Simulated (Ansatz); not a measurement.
**How CdTe (F-43m) expands on warming**

How much does CdTe expand with temperature?

Program: Ansatz 0.2.0. Level of theory: DFT PBE+D3(BJ), scalar-relativistic, plane waves, PAW. Results are calculated unless marked as measured.

The database entry behind the starting cell differs from later determinations by our own check (an axis about 1.1 % short against later determinations), so it need not match the best structure at ambient conditions.

## (1) Starting point

Symmetry: F-43m, No. 216, cubic system. Conventional cell: a = 6.410 Å, b = 6.410 Å, c = 6.410 Å, α = 90.00°, β = 90.00°, γ = 90.00°. Nearest to Cd lie 4 Te at 2.78 Å. Nearest to Te lie 4 Cd at 2.78 Å. Farther neighbours and most contacts between anions are not listed.

Coordinates:

```cif
data_structure
_symmetry_space_group_name_H-M 'P 1'
_symmetry_Int_Tables_number 1
_cell_length_a 4.5326
_cell_length_b 4.5326
_cell_length_c 4.5326
_cell_angle_alpha 60.000
_cell_angle_beta 60.000
_cell_angle_gamma 60.000
_cell_volume 65.84
loop_
_atom_site_label
_atom_site_type_symbol
_atom_site_fract_x
_atom_site_fract_y
_atom_site_fract_z
_atom_site_occupancy
Cd1 Cd 0.00000 0.00000 0.00000 1
Te2 Te 0.25000 0.25000 0.25000 1
```

## (2) Probe on a coarse mesh

A cheap single point shows whether the cell is a metal or an insulator and how far it is from rest; that sets the k-mesh and the occupations of what follows.

input.yaml

```yaml
crystal:
  lattice:
    - [0.0, 3.205, 3.205]
    - [3.205, 0.0, 3.205]
    - [3.205, 3.205, 0.0]
  atoms:
    - { symbol: Cd, position: [0.0, 0.0, 0.0] }
    - { symbol: Te, position: [0.25, 0.25, 0.25] }
kpoints:
  mp_grid: { grid: [6, 6, 6] }
hamiltonian:
  xc: pbe
  dispersion: d3bj
scf:
  occupations: { method: gaussian, width: 0.1 }
output:
  forces: true
  stress: true
  eigenvalues: true
```

Command:

```
ansatz run input.yaml --threads 4 --pin off --max-ram 8192MiB --backend cpu --events-out ev --progress --plain --runs-dir out
```

Numbers of over 12 decimals in the logs are rounded to 6 here.

Output:

```text
Engine: ansatz 0.2.0, aarch64-unknown-linux-gnu
Pseudopotentials: kind: paw
Pseudopotential: Cd, paw, valence charge 20, recommended cutoff 420 eV (normal), Cd.paw.azcp
Pseudopotential: Te, paw, valence charge 16, recommended cutoff 420 eV (normal), Te.paw.azcp
Functional definition: PBE
  parameter kappa = 0.804
  parameter beta = 0.066725
  exchange = pbe_x(kappa = kappa, mu = beta*pi^2/3)
  correlation = pbe_c(beta = beta)
Crystal: 2 atoms, lattice volume = 65.844 Å³
Basis set: ecut = 420 eV, 1243 PW (Γ), exchange–correlation on 64×64×64 points (8 copies of the dense FFT grid, shifted against one another)
Bands: 22, of which v1, the nominal top of the filled ones, is band 18 counted from 1 (17 counted from 0)
Symmetry: 24 space group operations
Space group: F-43m (ITA 216), of the structure as read, at distance tolerance 4.0e-5 Å
k-points: 16 of 216 (time reversal used)
Non-local potential: Cd, projectors of the file, l = 0: 3, l = 1: 2, l = 2: 2, l = 3: 1
Non-local potential: Te, projectors of the file, l = 0: 2, l = 1: 2, l = 2: 2, l = 3: 2
PAW form: soft (Blöchl's): semilocal exchange-correlation on the pseudo side does not see the compensation charge
PAW one-centre angular grid: Cd, 590 points (default); XC on 64 Gauss nodes
PAW one-centre angular grid: Te, 590 points (default); XC on 64 Gauss nodes
Initial density: superposition of atomic densities (neutral atoms: chi_scale 0, normalization atom), corrected by the library's trained network
Initial wavefunctions: pseudopotential atomic-orbital guess
Functional: x = pbe(κ = 0.804, μ = 0.219515), c = pbe(β = 0.066725)
SCF iter   1: F=—  HF=-15235.964407 eV  |F-HF|=—  |Δ(HF+E_count)|=         —  Δρ=1.29e-3  dr2=2.63e-3  ethr=1.77e-3  ⟨swp⟩=5.8  Hψ=1636  notcnv=0
preconditioner: auto → none  [insulator: Δε(μ)=0.855 eV  Ē_g=11.556 eV  σ=0.100 eV  W_gap=1.00  n_scr=14 (ndim 8)  ℏωp=19.4 eV  f_vac=0.179  D(μ)=0.00/eV (n_scr^D=0)  ε∞_Penn≈3.8]
SCF iter   2: F=—  HF=-15235.963843 eV  |F-HF|=—  |Δ(HF+E_count)|=   5.64e-4  Δρ=5.06e-4  dr2=1.76e-4  ethr=7.30e-6  ⟨swp⟩=2.0  Hψ=624  notcnv=0
SCF iter   3: F=—  HF=-15235.963890 eV  |F-HF|=—  |Δ(HF+E_count)|=   4.75e-5  Δρ=1.96e-4  dr2=2.64e-5  ethr=4.90e-7  ⟨swp⟩=2.6  Hψ=631  notcnv=0
SCF iter   4: F=—  HF=-15235.963916 eV  |F-HF|=—  |Δ(HF+E_count)|=   2.64e-5  Δρ=6.43e-5  dr2=2.56e-6  ethr=7.33e-8  ⟨swp⟩=2.0  Hψ=492  notcnv=0
SCF iter   5: F=—  HF=-15235.963925 eV  |F-HF|=—  |Δ(HF+E_count)|=   8.33e-6  Δρ=1.50e-5  dr2=1.01e-7  ethr=7.12e-9  ⟨swp⟩=2.0  Hψ=496  notcnv=0
SCF iter   6: F=-15235.963925 eV  HF=-15235.963925 eV  |F-HF|=1.42e-9  |Δ(HF+E_count)|=   4.54e-7  Δρ=1.93e-6  dr2=1.39e-9  ethr=2.78e-10  ⟨swp⟩=6.8  Hψ=1523  notcnv=0
SCF 1 converged in 6 iterations: F = -15235.963925 eV  dr2 = 1.39e-9
  greatest PAW one-centre occupation: 1.000 electrons in one spin orbital (limit 2), on the Cd atom at site 0 (counted from 0), in its partial waves of l = 0
SCF converged after 6 iterations
Free energy (F): -15235.963925 eV
Harris-Foulkes:  -15235.963925 eV  (|F-HF|=1.42e-9)
Internal energy: -15235.963925 eV  (E = F + TS)
E sigma→0 (E₀):  -15235.963925 eV
Fermi energy:    8.383625 eV
--- Per-component energies (eV) ---
  E_band       = -775.927708
  E_kinetic    = 686.494301
  E_local      = -5346.941741  (includes V_loc(G=0)·N_el)
  E_nonlocal   = -276.785497
  E_hartree    = 2704.081651
  E_xc         = -301.590080
  E_vxc        = -326.552707  (∫ρ·V_xc dr)
  E_paw        = -8745.766223  (= ΣΔE_a)
  E_vpaw       = -920.306994  (= ΣTr[D̂ρ^β])
  E_aug_tail   = -0.000205  (compensation charges beyond the density's cutoff)
  E_ewald      = -3954.745301
  E_disp       = -0.710831  (pairwise vdW)
  E_smearing   = -0.000000  (= −TS)
  E_closure    = 0.000000  (closes the sum)
  Σ components = -15235.963925   (vs F -15235.963925, Δ=0.00e0)
--- Forces (eV/Å), atoms counted from 1 ---
  atom   1  Cd     0.00000000    -0.00000000    -0.00000000
  atom   2  Te    -0.00000000     0.00000000     0.00000000
  max |Σ_I F_I| component: 1.62e-16 eV/Å
--- Stress (GPa, compression-positive) ---
        2.248873      -0.000000      -0.000000
       -0.000000       2.248873       0.000000
       -0.000000       0.000000       2.248873
  P = ⅓ Tr σ = 2.2489 GPa (22.489 kbar)
--- Band table (eV; the first three rows and the last of 16) ---
  k-point 0: bands = [... 14 lower, -0.1716, 7.9416, 7.9416, 7.9416, 8.8134, 12.5353, 12.5353, 12.5353]
  k-point 1: bands = [... 14 lower, -0.1731, 6.1646, 7.6980, 7.6980, 9.8808, 12.6892, 12.8887, 12.8887]
  k-point 2: bands = [... 14 lower, -0.0716, 4.2320, 7.2931, 7.2931, 9.9142, 13.1775, 13.1775, 14.2889]
  k-point 15: bands = [... 14 lower, 0.4284, 3.5674, 5.6038, 5.6889, 11.7065, 11.7149, 14.7007, 14.9854]
```

The job ended after 0.65 s (4 threads of Arm Neoverse V2, shared host; peak memory 0.33 GiB).

Reading the cycles: dr2 is the Hartree energy of the density residual (eV), the measure of convergence; HF is the Harris–Foulkes estimate of the energy, which meets the free energy F at convergence.

Numbers from this step:

```
pressure          : 2.249 GPa
gap on the k-mesh : 0.8718 eV
volume per atom   : 32.92 Å³
```

The start is under 2.2 GPa at this level and looks like an insulator or semiconductor on this mesh.

## (3) Relaxation

Phonons are second derivatives about a minimum, so cell and atoms are relaxed first, inside the symmetry of the start.

input.yaml, the sections that differ from step 2:

```yaml
kpoints:
  mp_grid: { grid: [8, 8, 8] }
scf:
  occupations: { method: gaussian, width: 0.02 }
relax:
  adjacent_minimum: "off"
  f_tol: 0.005
  max_steps: 80
  cell: { stress_tol: 0.05 }
# crystal, hamiltonian, output: as in step 2
```

Output:

```text
[...]
Crystal: 2 atoms, lattice volume = 65.844 Å³
Basis set: ecut = 420 eV, 1243 PW (Γ), exchange–correlation on 64×64×64 points (8 copies of the dense FFT grid, shifted against one another)
Bands: 22, of which v1, the nominal top of the filled ones, is band 18 counted from 1 (17 counted from 0)
Symmetry: 24 space group operations
[...]
k-points: 29 of 512 (time reversal used)
[...]
SCF iter   1: F=—  HF=-15235.970139 eV  |F-HF|=—  |Δ(HF+E_count)|=         —  Δρ=1.41e-3  dr2=3.14e-3  ethr=1.77e-3  ⟨swp⟩=6.3  Hψ=3070  notcnv=0
[...]
SCF iter   6: F=-15235.969523 eV  HF=-15235.969523 eV  |F-HF|=1.60e-9  |Δ(HF+E_count)|=   5.10e-7  Δρ=2.24e-6  dr2=1.87e-9  ethr=2.78e-10  ⟨swp⟩=6.5  Hψ=2700  notcnv=0
SCF 1 converged in 6 iterations: F = -15235.969523 eV  dr2 = 1.87e-9
[...]
relax step   1: F+E_penalty+E_count = -15235.96952264 eV  Δ(F+E_penalty+E_count) = +0.000e0 eV  max|allowed force component| = 7.748e-17 eV/Å  Δτ_max = 0.0000 Å  P = +2.229 GPa  Ω = 65.844 Å³  (6 SCF iters, dr2 threshold 1.00e-7 eV, accepted)
Crystal: 2 atoms, lattice volume = 71.133 Å³
Basis set: ecut = 420 eV, 1411 PW (Γ), exchange–correlation on 64×64×64 points (8 copies of the dense FFT grid, shifted against one another)
[...]
iter 1 solved again at ethr=3.60e-6 eV; its pass at ethr=3.10e-3 eV (dr2=1.30e-3 eV) is discarded
[...]
SCF iter   6: F=-15235.984117 eV  HF=-15235.984117 eV  |F-HF|=1.71e-8  |Δ(HF+E_count)|=   1.21e-7  Δρ=2.84e-6  dr2=5.57e-9  ethr=5.56e-10  ⟨swp⟩=5.9  Hψ=2599  notcnv=0
SCF 2 converged in 6 iterations: F = -15235.984117 eV  dr2 = 5.57e-9
relax step   2: F+E_penalty+E_count = -15235.98411707 eV  Δ(F+E_penalty+E_count) = -1.459e-2 eV  max|allowed force component| = 3.325e-17 eV/Å  Δτ_max = 0.0000 Å  P = -1.031 GPa  Ω = 71.133 Å³  energy of the carried Pulay correction = -1.195e-3 eV  (6 SCF iters, dr2 threshold 2.00e-7 eV, accepted)
Crystal: 2 atoms, lattice volume = 69.371 Å³
Basis set: ecut = 420 eV, 1363 PW (Γ), exchange–correlation on 64×64×64 points (8 copies of the dense FFT grid, shifted against one another)
[...]
SCF iter   4: F=-15235.990851 eV  HF=-15235.990851 eV  |F-HF|=2.34e-8  |Δ(HF+E_count)|=   7.01e-8  Δρ=1.27e-5  dr2=1.06e-7  ethr=5.56e-10  ⟨swp⟩=7.1  Hψ=3124  notcnv=0
SCF 3 converged in 4 iterations: F = -15235.990851 eV  dr2 = 1.06e-7
relax step   3: F+E_penalty+E_count = -15235.99085137 eV  Δ(F+E_penalty+E_count) = -6.734e-3 eV  max|allowed force component| = 3.441e-17 eV/Å  Δτ_max = 0.0000 Å  P = -0.102 GPa  Ω = 69.371 Å³  energy of the carried Pulay correction = -8.141e-4 eV  (4 SCF iters, dr2 threshold 2.00e-7 eV, accepted)
[...]
relax step   4: F+E_penalty+E_count = -15235.99094946 eV  Δ(F+E_penalty+E_count) = -9.809e-5 eV  max|allowed force component| = 4.308e-17 eV/Å  Δτ_max = 0.0000 Å  P = +0.005 GPa  Ω = 69.184 Å³  energy of the carried Pulay correction = -7.726e-4 eV  (4 SCF iters, dr2 threshold 2.58e-8 eV, accepted)
[...]
SCF iter   6: F=-15235.991673 eV  HF=-15235.991673 eV  |F-HF|=3.47e-10  |Δ(HF+E_count)|=   3.33e-8  Δρ=2.05e-7  dr2=1.52e-11  ethr=1.00e-12  ⟨swp⟩=5.0  Hψ=3129  notcnv=0
SCF 5 converged in 6 iterations: F = -15235.991673 eV  dr2 = 1.52e-11
relax step   5: F+E_penalty+E_count = -15235.99167281 eV  Δ(F+E_penalty+E_count) = -7.233e-4 eV  max|allowed force component| = 4.539e-17 eV/Å  Δτ_max = 0.0000 Å  P = -0.000 GPa  Ω = 69.184 Å³  stress off target by 2.78e-4 GPa  SCF on the basis re-selected at this cell (its energy is not comparable with the rows above)  (6 SCF iters)
basis re-selected at this cell: Δ(F+E_penalty+E_count) = -7.233e-4 eV, ΔP = -0.006 GPa vs the last step (what re-selecting the basis moved, of the pressure what is left beyond the Pulay correction that the steps carried, after the strain that the cell walked since its last selection, with what the two solves' SCF thresholds leave and, on support functions, any second-order correction that the steps lacked; it is no m [...]
SCF converged after 6 iterations
Free energy (F): -15235.991673 eV
[...]
Internal energy: -15235.991673 eV  (E = F + TS)
E sigma→0 (E₀):  -15235.991673 eV
Fermi energy:    7.591434 eV
[...]
--- Stress (GPa, compression-positive) ---
       -0.000278      -0.000000      -0.000000
       -0.000000      -0.000278       0.000000
       -0.000000       0.000000      -0.000278
  P = ⅓ Tr σ = -0.0003 GPa (-0.003 kbar)
--- Band table (eV; the first three rows and the last of 29) ---
  k-point 0: bands = [... 14 lower, -0.7426, 7.2297, 7.2297, 7.2297, 7.9526, 11.8596, 11.8596, 11.8596]
  k-point 1: bands = [... 14 lower, -0.7434, 6.0213, 7.0974, 7.0974, 8.8348, 11.8297, 12.0662, 12.0662]
  k-point 2: bands = [... 14 lower, -0.7429, 4.5534, 6.8163, 6.8163, 9.1956, 12.3997, 12.3997, 12.5647]
  k-point 28: bands = [... 14 lower, -0.1948, 3.1310, 4.9772, 5.1071, 11.4295, 11.9234, 12.7807, 13.5549]
--- Relaxed structure (4 steps of the walk, 4 accepted, 1 SCFs on fresh bases) ---
  F+E_penalty+E_count = -15235.99167281 eV   max|allowed force component| = 4.539e-17 eV/Å   (the final SCF, on the basis selected at the relaxed cell)
  cell:  # Å, volume = 69.1837 Å³
    - [0, 3.258301, 3.258301]
    - [3.258301, 0, 3.258301]
    - [3.258301, 3.258301, 0]
  atoms:
    - { symbol: Cd, position: [0, 0, 0] }
    - { symbol: Te, position: [0.25, 0.25, 0.25] }
```

It took 5.3 s on 4 threads; peak memory 0.39 GiB.

The steps of the relaxation:

```
step  energy less that of the first step (eV)  largest force component (eV/Å)  pressure (GPa)  volume (Å³)
   1                                   0.0000                          0.0000            2.23        65.84
   2                                  -0.0146                          0.0000           -1.03        71.13
   3                                  -0.0213                          0.0000           -0.10        69.37
   4                                  -0.0214                          0.0000            0.01        69.18
  5*                                  -0.0222                          0.0000            0.00        69.18
```

Relaxation steps marked * repeat the geometry before them on a plane-wave basis chosen anew for their cell, so energy and pressure can jump there.

The run keeps the 24 symmetry operations that it works with, so distortions that break them were not tested.

```
conventional cell, symmetrised  before  after  change
                         a (Å)   6.410  6.517  +1.7 %
                         b (Å)   6.410  6.517  +1.7 %
                         c (Å)   6.410  6.517  +1.7 %
              volume (Å³/atom)   32.92  34.59  +5.1 %
```

The relaxed structure:

```cif
data_structure
_symmetry_space_group_name_H-M 'P 1'
_symmetry_Int_Tables_number 1
_cell_length_a 4.6079
_cell_length_b 4.6079
_cell_length_c 4.6079
_cell_angle_alpha 60.000
_cell_angle_beta 60.000
_cell_angle_gamma 60.000
_cell_volume 69.18
loop_
_atom_site_label
_atom_site_type_symbol
_atom_site_fract_x
_atom_site_fract_y
_atom_site_fract_z
_atom_site_occupancy
Cd1 Cd 0.00000 0.00000 0.00000 1
Te2 Te 0.25000 0.25000 0.25000 1
```

Numbers from this step:

```yaml
pressure: -2.78e-4 GPa
gap_on_the_k_mesh: 0.7230 eV
volume_per_atom: 34.59 Å³
```

The relaxation ends with a pressure of 0.00 GPa.

## (4) Relaxing to small residual forces and stress

The thresholds are tightened for a last relaxation ahead of the phonons, and where mesh or smearing change with them the cell follows.

input.yaml, the sections that differ from step 3:

```yaml
crystal:
  lattice:
    - [0.0, 3.2583012808, 3.2583012808]
    - [3.2583012808, 0.0, 3.2583012808]
    - [3.2583012808, 3.2583012808, 0.0]
  atoms:
    - { symbol: Cd, position: [0.0, 0.0, 0.0] }
    - { symbol: Te, position: [0.25, 0.25, 0.25] }
scf:
  occupations: { method: fixed }
relax:
  adjacent_minimum: "off"
  f_tol: 0.001
  max_steps: 60
  cell: { stress_tol: 0.01 }
# kpoints, hamiltonian, output: as in step 3
```

Output:

```text
[...]
Crystal: 2 atoms, lattice volume = 69.184 Å³
Basis set: ecut = 420 eV, 1363 PW (Γ), exchange–correlation on 64×64×64 points (8 copies of the dense FFT grid, shifted against one another)
Bands: 22, of which v1, the nominal top of the filled ones, is band 18 counted from 1 (17 counted from 0)
Symmetry: 24 space group operations
[...]
k-points: 29 of 512 (time reversal used)
[...]
k-point 28: bands = [... 14 lower, -0.1948, 3.1310, 4.9771, 5.1071, 11.4295, 11.9234, 12.7807, 13.5549]
--- Relaxed structure (1 steps of the walk, 1 accepted, 1 SCFs on fresh bases) ---
[...]
cell:  # Å, volume = 69.1837 Å³
    - [0.0, 3.2583012808, 3.2583012808]
    - [3.2583012808, 0.0, 3.2583012808]
    - [3.2583012808, 3.2583012808, 0.0]
  atoms:
    - { symbol: Cd, position: [0.0, 0.0, 0.0] }
    - { symbol: Te, position: [0.25, 0.25, 0.25] }
[key lines of the parts left out:]
SCF converged after 6 iterations
Free energy (F): -15235.991673 eV
Fermi energy:    7.229653 eV
P = ⅓ Tr σ = -0.0003 GPa (-0.003 kbar)
```

Wall time 2.5 s (4 threads); peak memory 0.38 GiB; 9 s of CPU time.

Little changed from the start: no atom moved by 0.005 Å and no cell edge by 0.1 %.

Numbers from this step:

- pressure: -2.75e-4 GPa
- gap on the k-mesh: 0.7229 eV

The residual pressure is -2.7e-4 GPa, small enough for phonons.

[end of part 1 of 2]

[Logs are printed without paths, hosts, clocks, repeated set-up lines and the standing remarks that a program may print on its own settings, such as how far it seeks lower states.]

[Hosts, paths, dates, database ids (printed as entryN), source tags and the programs' standing remarks are cut or masked in the printed files.]

[A step with changed settings may run another functional than the one named; its input shows which.]
